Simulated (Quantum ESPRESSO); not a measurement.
# Gap and tunnelling decay at a withheld lattice constant: CaO, rock salt type

**Set-up.** Quantum ESPRESSO 7.5 (pw.x, pwcond.x with ikind = 0), PBE, GBRV ultrasoft, cubic crystals. κ is the slowest decay along [001] at mid-gap among three points across the current.

```tsv
a (Å)	gap on the mesh (eV)	κ (1/Å)
4.550	3.550	0.308
4.695	3.632	0.307
4.840	3.666	0.299
5.130	3.329	0.265
```

One more run was made and is withheld. What are gap and κ at a = 4.985 Å?

By hand: A line through the rows at 4.840 and 5.130 Å gives a gap of 3.666 + 0.500 × (3.329 − 3.666) = 3.50 eV and κ = 0.282 1/Å. The two-band model κ = 0.5123 √(m* E_g/4) needs m* = 0.372 at 4.840 Å; with that mass and the new gap, κ = 0.292 1/Å.

**Check.** The gap is 3.660 eV and κ = 0.284 1/Å. The line misses the gap by −0.163 eV and κ by −0.7 %; the two-band estimate misses κ by +2.8 %.

**Limits.** The structure type is imposed. Local and semilocal gaps and decay constants are too small; no spin-orbit coupling. For an indirect gap m* is a fitting number alone.

[Logs are printed without paths, hosts, clocks, repeated set-up lines and the standing remarks that a program may print on its own settings, such as how far it seeks lower states.]
